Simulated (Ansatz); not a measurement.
# ZrSeS monolayer, Janus: relaxing the cell for a phonon run

Wanted: the relaxed cell of ZrSeS monolayer, Janus.

Method: DFT LDA, scalar-relativistic, plane waves, PAW, in Ansatz 0.2.0.

## (1) The structure

The cell holds 3 atoms: 1 Zr, 1 S and 1 Se. Cell: a = 3.750 Å, b = 3.750 Å, c = 20.000 Å, α = 90.0°, β = 90.0°, γ = 120.0°. Vacuum lies along c.

## (2) A coarse first look

A quick single point on a coarse mesh tells whether the cell has a gap and how far it is from rest, which sets the k mesh and smearing that follow.

The program solves this slab on a cell height of its own, 30.0 Å, in place of the one typed.

File input.yaml:

```yaml
crystal:
  lattice:
    - [3.75, 0.0, 0.0]
    - [-1.875, 3.2476, 0.0]
    - [0.0, 0.0, 20.0]
  atoms:
    - { symbol: Zr, position: [0.0, 0.0, 0.5] }
    - { symbol: S, position: [0.333333, 0.666667, 0.575] }
    - { symbol: Se, position: [0.666667, 0.333333, 0.42] }
  periodic: [true, true, false]
kpoints:
  mp_grid: { grid: [6, 6, 1] }
hamiltonian:
  xc: lda
scf:
  occupations: { method: gaussian, width: 0.1 }
output:
  forces: true
  stress: true
  eigenvalues: true
```

Command:

```bash
$ ansatz run input.yaml --threads 8 --pin off --max-ram 14336MiB --backend cpu --events-out ev --progress --plain --runs-dir out
```

Numbers of over 12 decimals in the logs are rounded to 6 here.

Output:

```text
[...]
--- Band table (eV; the first three rows and the last of 7) ---
  k-point 0: bands = [... 13 lower, -8.6633, -7.2342, -6.1835, -6.1835, -4.9289, -4.9289, -4.2989, -1.5797]
  k-point 1: bands = [... 13 lower, -8.5440, -7.6979, -6.8229, -6.7916, -4.9711, -4.2210, -3.8533, -2.3811]
  k-point 2: bands = [... 13 lower, -8.7191, -8.4846, -7.2190, -7.1748, -5.3840, -3.5974, -3.3373, -1.7222]
  k-point 6: bands = [... 13 lower, -9.4536, -8.1812, -8.1401, -8.0085, -4.1905, -3.6784, -3.5588, -1.6699]
[key lines of the parts left out:]
SCF converged after 9 iterations
Free energy (F): -10334.322772 eV
Fermi energy:    -5.874208 eV
P = ½ c Tr σ = -3.9451 N/m
```

The job ended after 2.6 s (8 threads of Arm Neoverse V1, shared host; peak memory 0.67 GiB).

This step gave:

| Quantity | Value |
| --- | --- |
| gap on the k-mesh | 0.6249 eV |
| direct gap on mesh | 1.255 eV |
| area per atom | 4.059 Å² |

The coarse mesh shows a gap of 0.62 eV.

## (3) Rough relaxation

A rough relaxation comes first, because large forces or stress need no tight tolerances yet.

The program solves this slab on a cell height of its own, 30.0 Å, in place of the one typed.

input.yaml, as its differences from that of step 2:

```diff
@@ -20 +20,6 @@
   eigenvalues: true
+relax:
+  adjacent_minimum: "off"
+  f_tol: 0.05
+  max_steps: 80
+  cell: { stress_2d_tol: 0.02 }
```

Output:

```text
[...]
Crystal: 3 atoms, lattice volume = 365.355 Å³
Basis set: ecut = 420 eV, 7157 PW (Γ)
Bands: 21, of which v1, the nominal top of the filled ones, is band 17 counted from 1 (16 counted from 0)
Symmetry: 6 space group operations
[...]
k-points: 7 of 36 (time reversal used)
[...]
F+E_penalty+E_count = -10334.47867104 eV   max|allowed force component| = 2.460e-2 eV/Å   (the final SCF, on the basis selected at the relaxed cell)
  cell:  # Å, volume = 348.9444 Å³
    - [3.664816, 0.0, 0]
    - [-1.832408, 3.173824, 0]
    - [0, 0, 30.0]
  atoms:
    - { symbol: Zr, position: [0, 0, 0.334836] }
    - { symbol: S, position: [0.333333, 0.666667, 0.380809] }
    - { symbol: Se, position: [0.666667, 0.333333, 0.281021] }
[key lines of the parts left out:]
SCF converged after 9 iterations
Free energy (F): -10334.478671 eV
Fermi energy:    -5.667361 eV
P = ½ c Tr σ = 0.0038 N/m
```

It took 8.5 s on 8 threads; peak memory 0.71 GiB; 58 s of CPU time.

Relaxation path:

```csv
step,energy less that of the first step (eV),largest force component (eV/Å),volume (Å³)
1,0.0000,1.3756,365.36
2,-0.0582,1.1804,357.54
3,-0.1536,0.1044,352.84
4,-0.1561,0.0630,349.77
5,-0.1564,0.0248,348.94
6*,-0.1559,0.0246,348.94
```

Relaxation steps marked * repeat the geometry before them on a plane-wave basis chosen anew for their cell, so energy and pressure can jump there.

The run keeps the 6 symmetry operations that it works with, so distortions that break them were not tested.

```csv
cell as run,before,after,change
a (Å),3.750,3.665,-2.3 %
b (Å),3.750,3.665,-2.3 %
```

The atoms that moved most (Å, along periodic axes as changes of fractional coordinates times the final cell, across vacuum about the mean position):

```csv
atom,dx,dy,dz,length
S2,0.000,0.000,-0.076,0.076
Zr1,0.000,0.000,0.045,0.045
Se3,0.000,0.000,0.031,0.031
```

The relaxed structure:

```
Zr S Se
1.0
     3.66482    0.00000    0.00000
    -1.83241    3.17382    0.00000
     0.00000    0.00000   30.00000
Zr S Se
1 1 1
Cartesian
  0.0000 0.0000 10.0451
  0.0000 2.1159 11.4243
  1.8324 1.0579 8.4306
```

This step gave:

* gap on the k-mesh: 0.5309 eV
* direct gap on mesh: 1.139 eV
* area per atom: 3.877 Å²

The relaxation ends with a largest force component of 0.025 eV/Å.

## (4) Relaxation

The cell and atoms are relaxed, since residual forces and stress would shift the frequencies.

File input.yaml:

```yaml
crystal:
  lattice:
    - [3.6648157907, 0.0, 0.0]
    - [-1.8324078953, 3.1738235749, 0.0]
    - [0.0, 0.0, 30.0]
  atoms:
    - { symbol: Zr, position: [0.0, 0.0, 0.3348363862] }
    - { symbol: S, position: [0.3333333333, 0.6666666667, 0.3808092065] }
    - { symbol: Se, position: [0.6666666667, 0.3333333333, 0.281021074] }
  periodic: [true, true, false]
kpoints:
  mp_grid: { grid: [12, 12, 1] }
hamiltonian:
  xc: lda
scf:
  occupations: { method: gaussian, width: 0.02 }
output:
  forces: true
  stress: true
  eigenvalues: true
  write_density: true
  write_potential: true
  elf: true
  volumetric_format: npy
relax:
  adjacent_minimum: "off"
  f_tol: 0.005
  max_steps: 80
  cell: { stress_2d_tol: 0.02 }
```

Output:

```text
[...]
Crystal: 3 atoms, lattice volume = 348.944 Å³
Basis set: ecut = 420 eV, 6785 PW (Γ)
Bands: 21, of which v1, the nominal top of the filled ones, is band 17 counted from 1 (16 counted from 0)
Symmetry: 6 space group operations
[...]
k-points: 19 of 144 (time reversal used)
[...]
SCF iter   1: F=—  HF=-10334.508362 eV  |F-HF|=—  |Δ(HF+E_count)|=         —  Δρ=2.90e-3  dr2=7.55e-2  ethr=1.77e-3  ⟨swp⟩=14.3  Hψ=3099  notcnv=0
[...]
SCF iter   8: F=-10334.498730 eV  HF=-10334.498730 eV  |F-HF|=5.06e-8  |Δ(HF+E_count)|=   2.07e-7  Δρ=4.75e-6  dr2=3.82e-8  ethr=2.94e-10  ⟨swp⟩=18.4  Hψ=4129  notcnv=0
SCF 1 converged in 8 iterations: F = -10334.498730 eV  dr2 = 3.82e-8
[...]
relax step   1: F+E_penalty+E_count = -10334.49873046 eV  Δ(F+E_penalty+E_count) = +0.000e0 eV  max|allowed force component| = 5.030e-2 eV/Å  Δτ_max = 0.0000 Å  P = -0.153 N/m  Ω = 348.944 Å³  fix = [c, alpha, beta]  reactions: c -0.000 N/m  (8 SCF iters, dr2 threshold 1.00e-7 eV, accepted)
Crystal: 3 atoms, lattice volume = 347.123 Å³
Basis set: ecut = 420 eV, 6689 PW (Γ)
[...]
SCF iter   7: F=-10334.498730 eV  HF=-10334.498730 eV  |F-HF|=3.04e-10  |Δ(HF+E_count)|=   7.07e-8  Δρ=1.98e-6  dr2=7.09e-9  ethr=4.65e-10  ⟨swp⟩=16.6  Hψ=3996  notcnv=0
SCF 2 converged in 7 iterations: F = -10334.498730 eV  dr2 = 7.09e-9
relax step   2: F+E_penalty+E_count = -10334.49873032 eV  Δ(F+E_penalty+E_count) = +1.456e-7 eV  max|allowed force component| = 1.003e-1 eV/Å  Δτ_max = 0.0153 Å  P = -0.137 N/m  Ω = 347.123 Å³  energy of the carried Pulay correction = +5.639e-5 eV  fix = [c, alpha, beta]  (7 SCF iters, dr2 threshold 1.58e-7 eV, rejected (line search))
Crystal: 3 atoms, lattice volume = 347.644 Å³
Basis set: ecut = 420 eV, 6725 PW (Γ)
[...]
SCF iter  10: F=-10334.499235 eV  HF=-10334.499235 eV  |F-HF|=4.37e-11  |Δ(HF+E_count)|=  3.64e-11  Δρ=1.29e-8  dr2=1.35e-12  ethr=1.00e-12  ⟨swp⟩=10.0  Hψ=2814  notcnv=0
SCF 3 converged in 10 iterations: F = -10334.499235 eV  dr2 = 1.35e-12
relax step   3: F+E_penalty+E_count = -10334.49923468 eV  Δ(F+E_penalty+E_count) = -5.042e-4 eV  max|allowed force component| = 2.071e-2 eV/Å  Δτ_max = 0.0063 Å  P = -0.025 N/m  Ω = 347.644 Å³  energy of the carried Pulay correction = +4.023e-5 eV  fix = [c, alpha, beta]  reactions: c -0.000 N/m  (10 SCF iters, accepted)
[...]
relax step   4: F+E_penalty+E_count = -10334.49928016 eV  Δ(F+E_penalty+E_count) = -4.548e-5 eV  max|allowed force component| = 2.459e-3 eV/Å  Δτ_max = 0.0018 Å  P = +0.007 N/m  Ω = 347.286 Å³  energy of the carried Pulay correction = +5.133e-5 eV  fix = [c, alpha, beta]  reactions: c +0.000 N/m  (6 SCF iters, dr2 threshold 2.68e-8 eV, accepted)
[...]
SCF iter   1: F=—  HF=-10334.499147 eV  |F-HF|=—  |Δ(HF+E_count)|=         —  Δρ=2.54e-6  dr2=6.92e-9  ethr=8.53e-8  ⟨swp⟩=5.8  Hψ=4759  notcnv=0
eigensolver tolerance schedule: the retry pair's looser diagonalisation over-reported the residual by 4190.67 of it (diagonalisation noise at 0.13 of the residual, at the tolerance the schedule requests for it); recorded, not acted on — ethr = c·dr2/N_el stays at c = 1.0e-1
SCF iter   2: F=—  HF=-10334.499230 eV  |F-HF|=—  |Δ(HF+E_count)|=   8.25e-5  Δρ=1.30e-6  dr2=7.48e-9  ethr=2.04e-11  ⟨swp⟩=5.2  Hψ=1306  notcnv=0
[...]
SCF iter   8: F=-10334.499230 eV  HF=-10334.499230 eV  |F-HF|=3.82e-11  |Δ(HF+E_count)|=  3.82e-11  Δρ=1.09e-8  dr2=2.06e-13  ethr=1.00e-12  ⟨swp⟩=10.2  Hψ=2395  notcnv=0
SCF 5 converged in 8 iterations: F = -10334.499230 eV  dr2 = 2.06e-13
relax step   5: F+E_penalty+E_count = -10334.49922979 eV  Δ(F+E_penalty+E_count) = +5.037e-5 eV  max|allowed force component| = 2.503e-3 eV/Å  Δτ_max = 0.0000 Å  P = +0.007 N/m  Ω = 347.286 Å³  fix = [c, alpha, beta]  reactions: c +0.000 N/m  stress off target by 6.56e-3 N/m on what of the cell is left free  SCF on the basis re-selected at this cell (its energy is not comparable with the rows above)  (8 SCF iters)
[...]
WARN: The output density's exchange-correlation potential varies sharply where the density is thin. Do not read a vacuum level from v_tot or v_xc, or from such a field of the output density. On a cell that repeats whose density bears no net charge and no dipole along the vacuum's axis use v_es (v_loc + v_h of the components); under efield.dipole_correction with no amplitude use v_es + v_field, which holds any externa [...]
SCF converged after 8 iterations
Free energy (F): -10334.499230 eV
[...]
Internal energy: -10334.499230 eV  (E = F + TS)
E sigma→0 (E₀):  -10334.499230 eV
Fermi energy:    -5.656379 eV
[...]
--- Forces (eV/Å), atoms counted from 1 ---
  atom   1  Zr    -0.00000000    -0.00000000    -0.00056841
  atom   2  S     -0.00000000    -0.00000000     0.00274683
  atom   3  Se     0.00000000     0.00000000    -0.00144688
  max |Σ_I F_I| component: 7.32e-4 eV/Å
--- 2D stress c σ (N/m, compression-positive) ---
        0.006557       0.000000       0.000000
        0.000000       0.006557      -0.000000
        0.000000      -0.000000       0.000000
  P = ½ c Tr σ = 0.0066 N/m
--- Band table (eV; the first three rows and the last of 19) ---
  k-point 0: bands = [... 13 lower, -8.9080, -7.2483, -5.9082, -5.9082, -4.7642, -4.7642, -3.9692, -1.0996]
  k-point 1: bands = [... 13 lower, -8.8685, -7.0719, -6.4914, -6.1812, -4.6736, -4.4525, -3.8207, -1.5170]
  k-point 2: bands = [... 13 lower, -8.7755, -7.6099, -6.7422, -6.6005, -4.7819, -3.9355, -3.5248, -1.9612]
  k-point 18: bands = [... 13 lower, -9.5049, -8.2706, -8.0515, -7.9821, -3.9670, -3.4241, -3.1807, -1.1604]
--- Relaxed structure (4 steps of the walk, 3 accepted, 1 SCFs on fresh bases) ---
[...]
cell:  # Å, volume = 347.2859 Å³
    - [3.656096, -2.8798721541992e-11, 0]
    - [-1.828048, 3.166272, 0]
    - [0, 0, 30.0]
  atoms:
    - { symbol: Zr, position: [0, 0, 0.334898] }
    - { symbol: S, position: [0.333333, 0.666667, 0.380988] }
    - { symbol: Se, position: [0.666667, 0.333333, 0.280780] }
```

Wall time 17 s (8 threads); peak memory 0.83 GiB.

Step by step:

```csv
step,energy less that of the first step (eV),largest force component (eV/Å),volume (Å³)
1,0.0000,0.0503,348.94
2,0.0000,0.1003,347.12
3,-0.0005,0.0207,347.64
4,-0.0006,0.0025,347.29
5*,-0.0005,0.0025,347.29
```

Relaxation steps marked * repeat the geometry before them on a plane-wave basis chosen anew for their cell, so energy and pressure can jump there. Relaxation step 2 was tried and not accepted.

The run keeps the 6 symmetry operations that it works with, so distortions that break them were not tested.

```csv
cell as run,before,after,change
a (Å),3.665,3.656,-0.2 %
b (Å),3.665,3.656,-0.2 %
```

Final coordinates:

```
Zr S Se
1.0
     3.65610    0.00000    0.00000
    -1.82805    3.16627    0.00000
     0.00000    0.00000   30.00000
Zr S Se
1 1 1
Direct
  0.00000 0.00000 0.33490
  0.33333 0.66667 0.38099
  0.66667 0.33333 0.28078
```

This step gave:

```
gap on the k-mesh  : 0.5041 eV
direct gap on mesh : 1.144 eV
area per atom      : 3.859 Å²
```

ELF in the ac plane at fractional y = 0.333, with atoms of Se within 0.2 Å of it. It is the smooth field of the valence electrons, not physical close to the nuclei.

Ten even steps from '_' (0.00) to '@' (0.79), each cell a mean:
```
____________________________
____________________________
____________________________
____________________________
____________________________
____________________________
____________________________
____________________________
____________________________
____________________________
____________________________
____________________________
____________________________
::------::..______________..
%%@@@@@@%%##==..______..--++
--======----::::::::::::::::
==::....--++##%%%%####%%##**
##--..::++%%@@@@##****@@@@@@
::______..--++####%%%%##**==
____________________________
____________________________
____________________________
____________________________
____________________________
```
Columns run along a (3.7 Å), rows up along c (30.0 Å). Atoms in or near the plane, at fractional coordinates: Se at (0.67, 0.28).

Valence density in the ac plane at fractional y = 0.333, with atoms of Se within 0.2 Å of it. It is the smooth field of the valence electrons, not physical close to the nuclei.

Ten steps, logarithmic in the rise over the least value, from '0' (0 e/Å³) to '9' (15 e/Å³), each cell a mean:
```
00000000000000
00000000000000
00000000000000
00000000000000
00000000000000
00000000000000
00000000000000
00000000000000
00000000000000
00000000000000
00000000000000
00000000000000
00000000000000
00000000000000
12222110000001
22322111100111
21111234576432
11001235899642
00000000111000
00000000000000
00000000000000
00000000000000
00000000000000
00000000000000
```
Columns run along a (3.7 Å), rows up along c (30.0 Å). Atoms in or near the plane, at fractional coordinates: Se at (0.67, 0.28).

Electrostatic potential energy in the ac plane at fractional y = 0.333, with atoms of Se within 0.2 Å of it. With pseudopotentials it is smooth inside the atoms' cores, unlike the true potential.

Ten even steps from '0' (-13 eV) to '9' (0 eV), each cell a mean:
```
99999999999999
99999999999999
99999999999999
99999999999999
99999999999999
99999999999999
99999999999999
99999999999999
99999999999999
99999999999999
99999999999999
99999999999999
99999999999999
99999999999999
75556788999988
21012457787764
43333422111223
78887510000003
99999998888899
99999999999999
99999999999999
99999999999999
99999999999999
99999999999999
```
Columns run along a (3.7 Å; values clipped at the 3rd and 97th percentile), rows up along c (30.0 Å). Atoms in or near the plane, at fractional coordinates: Se at (0.67, 0.28).

[end of part 1 of 2]

[Logs are printed without paths, hosts, clocks, repeated set-up lines and the standing remarks that a program may print on its own settings, such as how far it seeks lower states.]

[Hosts, paths, dates, database ids (printed as entryN), source tags and the programs' standing remarks are cut or masked in the printed files.]
